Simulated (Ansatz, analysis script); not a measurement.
# Energy of spin spirals in a linear Ni chain, spacing 2.738 Å

Wanted: E(q) and the moments of a linear Ni chain, spacing 2.738 Å along a path through the zone.

Main program and level: Ansatz 0.2.0; LDA, PAW set soft_1 (files made for PBE).

This is a report of a sequence of runs, with most program output left out.

## 1. The starting structure

The cell holds 1 atom: 1 Ni. Cell: a = 12.000 Å, b = 12.000 Å, c = 2.738 Å, α = 90.0°, β = 90.0°, γ = 90.0°. An idealised lattice of chosen spacing, in vacuum. Vacuum lies along a and b. The structure's axis is c.

Coordinates:

```cif
data_structure
_symmetry_space_group_name_H-M 'P 1'
_symmetry_Int_Tables_number 1
_cell_length_a 12.0000
_cell_length_b 12.0000
_cell_length_c 2.7380
_cell_angle_alpha 90.000
_cell_angle_beta 90.000
_cell_angle_gamma 90.000
_cell_volume 394.27
loop_
_atom_site_label
_atom_site_type_symbol
_atom_site_fract_x
_atom_site_fract_y
_atom_site_fract_z
_atom_site_occupancy
Ni1 Ni 0.50000 0.50000 0.00000 1
```

## 2. Two spin channels first

A collinear run comes first: it shows whether moments survive, and how large they are.

Contents of input.yaml:

```yaml
crystal:
  lattice:
    - [12.0, 0.0, 0.0]
    - [0.0, 12.0, 0.0]
    - [0.0, 0.0, 2.738]
  atoms:
    - { symbol: Ni, position: [0.5, 0.5, 0.0], spin: 1.0 }
magnetization:
  spin_polarized: true
kpoints:
  mp_grid: { grid: [1, 1, 8] }
hamiltonian:
  xc: lda
  pseudopotentials: { kind: paw, azcp: { folder: soft_1 }, xc_functional: pbe }
scf:
  occupations: { method: fermi_dirac, width: 0.1 }
  max_iter: 120
  convergence: { dr2_threshold: 1.0e-08 }
  lower_state_search: "off"
```

Run with:

```sh
$ ansatz run input.yaml --threads 4 --pin off --max-ram 8192MiB --backend cpu --events-out ev --progress --plain --runs-dir out
```

It took 2.4 s on 4 threads of Arm Neoverse V2, shared host; peak memory 0.52 GiB.

Spin moment in the atom's sphere by atom:

```tsv
atom	spin moment in the atom's sphere (μB)
Ni1	1.20
```

The run ends ferromagnetic, with a net moment of 1.25 μB a cell. With one Ni atom carrying the moment, parallel order of its images is forced by the cell, not found.

## 3. The same state on a denser mesh

Levels at the Fermi energy are partly filled, so moments and energy differences can hang on the k-mesh, and the state is solved again on a denser one.

input.yaml, the sections that differ from step 2:

```yaml
crystal:
  lattice:
    - [12.0, 0.0, 0.0]
    - [0.0, 12.0, 0.0]
    - [0.0, 0.0, 2.738]
  atoms:
    - { symbol: Ni, position: [0.5, 0.5, 0.0], spin: 1.2 }
kpoints:
  mp_grid: { grid: [1, 1, 39] }
basis:
  ecutwfc: 420.0
checkpoint:
  read: start
  write: ck
  compress: false
  write_wavefunctions: false
  write_every: 100000
# magnetization, hamiltonian, scf: as in step 2
```

Wall time 2.5 s (4 threads); peak memory 0.66 GiB.

Spin moment in the atom's sphere by atom:

```tsv
atom	spin moment in the atom's sphere (μB)
Ni1	1.17
```

The run ends ferromagnetic, with a net moment of 1.21 μB a cell, against 1.25 μB on the first mesh.

Each spiral starts from these moments, tilted 90° from the rotation axis z (a flat spiral); sizes are free, while the program holds flat spirals in their plane. Spin–orbit coupling is switched off, so the energy does not depend on how the axis lies in the crystal. The folder named start holds the saved collinear state, from which each run begins.

The runs on spinors take the mesh 1×1×40.

## 4. q = (0, 0, 0)

The reference is the same input at q = 0, so that basis and exchange-correlation form match those at other q. Every q is chosen so that q/2 is a mesh vector: every spiral then samples the k-points of q = 0, and much mesh noise cancels.

input.yaml, the sections that differ from step 3:

```yaml
crystal:
  lattice:
    - [12.0, 0.0, 0.0]
    - [0.0, 12.0, 0.0]
    - [0.0, 0.0, 2.738]
  atoms:
    - { symbol: Ni, position: [0.5, 0.5, 0.0], spin: 1.17, spin_axis: [1.0, 0.0, 0.0] }
kpoints:
  mp_grid: { grid: [1, 1, 40] }
magnetization:
  noncollinear: true
  spin_spiral: { q: [0.0, 0.0, 0.0] }
checkpoint:
  read: start
# hamiltonian, scf, basis: as in step 3
```

Run with:

```sh
$ ansatz run input.yaml --threads 2 --pin off --max-ram 4096MiB --backend cpu --events-out ev --progress --plain --runs-dir out
```

Wall time 16 s (2 threads); peak memory 1 GiB; 31 s of CPU time.

The largest moment is 1.17 μB, against 1.17 μB in the collinear run.

## 5. q = (0, 0, 0.05)

Only q changes. The cell stays that of the crystal, since the generalised Bloch theorem carries the rotation from cell to cell.

Changes to input.yaml since step 4:

```diff
@@ -21,3 +21,3 @@
   noncollinear: true
-  spin_spiral: { q: [0.0, 0.0, 0.0] }
+  spin_spiral: { q: [0.0, 0.0, 0.05] }
 checkpoint:
```

The job ended after 27 s (2 threads; peak memory 1.1 GiB; 54 s of CPU time).

The energy of the cell lies 2.32 meV above that at q = 0, and the largest moment is 1.17 μB against 1.17 μB.

## 6. q = (0, 0, 0.1)

Changes to input.yaml since step 5:

```diff
@@ -21,3 +21,3 @@
   noncollinear: true
-  spin_spiral: { q: [0.0, 0.0, 0.05] }
+  spin_spiral: { q: [0.0, 0.0, 0.1] }
 checkpoint:
```

It took 27 s on 2 threads; peak memory 1.1 GiB; 53 s of CPU time.

The energy of the cell lies 9.07 meV above that at q = 0, and the largest moment is 1.16 μB against 1.17 μB.

## 7. q = (0, 0, 0.3)

Changes to input.yaml since step 6:

```diff
@@ -21,3 +21,3 @@
   noncollinear: true
-  spin_spiral: { q: [0.0, 0.0, 0.1] }
+  spin_spiral: { q: [0.0, 0.0, 0.3] }
 checkpoint:
```

The job ended after 27 s (2 threads; peak memory 1.1 GiB).

The energy of the cell lies 61.6 meV above that at q = 0, and the largest moment is 1.10 μB against 1.17 μB.

## 8. q = (0, 0, 0.5)

Changes to input.yaml since step 7:

```diff
@@ -21,3 +21,3 @@
   noncollinear: true
-  spin_spiral: { q: [0.0, 0.0, 0.3] }
+  spin_spiral: { q: [0.0, 0.0, 0.5] }
 checkpoint:
```

Run time: 27 s. Hardware: 2 threads; peak memory 1.1 GiB; 54 s of CPU time.

The energy of the cell lies 88.3 meV above that at q = 0, and the largest moment is 1.05 μB against 1.17 μB.

The other 6 runs of this kind were made alike; their results stand in the table below.

## 9. E(q)

```tsv
q (reciprocal lattice)	path length (1/Å)	E(q) − E(0) (meV a magnetic atom)	|m| Ni no. 1 (μB)
(0, 0, 0)	0.000	0.00	1.17
(0, 0, 0.05)	0.115	2.32	1.17
(0, 0, 0.1)	0.229	9.07	1.16
(0, 0, 0.15)	0.344	19.63	1.15
(0, 0, 0.2)	0.459	32.96	1.14
(0, 0, 0.25)	0.574	47.53	1.12
(0, 0, 0.3)	0.688	61.60	1.10
(0, 0, 0.35)	0.803	73.61	1.07
(0, 0, 0.4)	0.918	82.20	1.06
(0, 0, 0.45)	1.033	86.77	1.05
(0, 0, 0.5)	1.147	88.30	1.05
```

## 10. Fit by Heisenberg shells

For rigid moments E(q) is a sum of cosines over neighbour shells, so a fit gives the couplings, and from them an ordering temperature.

E = −Σ J e·e over ordered pairs (each pair twice, J > 0 for parallel moments) is fitted to 10 points (copies by symmetry counted).

The fitted shells:

```tsv
pair	distance (Å)	neighbours a magnetic atom	J (meV)
Ni-Ni	2.738	2	22.43
Ni-Ni	5.476	2	0.8669
Ni-Ni	8.214	2	-0.3205
```

This step gave:

```
r.m.s. miss of the fit             : 0.1455 meV
ordering temperature, mean field   : 355.5 K
wavevector of the mean-field order : 0, 0, 0 reciprocal lattice
```

## 11. What came out

```yaml
lowest_point_of_the_path: q = 0
highest_point: 88.3 meV a magnetic atom
j_of_the_nearest_shell: 22.4 meV
mean_field_temperature: 356 K
```

**Reading.** No spiral that was run lies below the ferromagnetic state at q = 0, and winding the moments costs up to 88.3 meV a magnetic atom. The moments change by at most 11 % from their size at q = 0, a modest change. The fit misses by 0.16 % of the energy range, so the shells describe the path well, though few points can't fix distant couplings. In a sheet or chain isotropic couplings alone give no order above 0 K (Mermin and Wagner), so the mean-field number is only an energy scale. The temperatures are those of classical unit spins, and mean field runs high. The 11 spiral runs took 5.2 min of wall time, added up. Energies are free energies at a smearing of 0.1 eV, and with partly filled levels differences shift, at times strongly, as the smearing goes to zero. The cell was taken as built, with atoms unrelaxed. In doubt: the program's search for lower states was switched off, so a lower magnetic state than those reached may exist.

[Logs and program files are shortened in this print: banners, set-up blocks, solver, clock and traceback lines can be left out without a mark of their own.]

[Logs are printed without paths, hosts, clocks, repeated set-up lines and the standing remarks that a program may print on its own settings, such as how far it seeks lower states.]

[Hosts, paths, dates, database ids (printed as entryN), source tags and the programs' standing remarks are cut or masked in the printed files.]
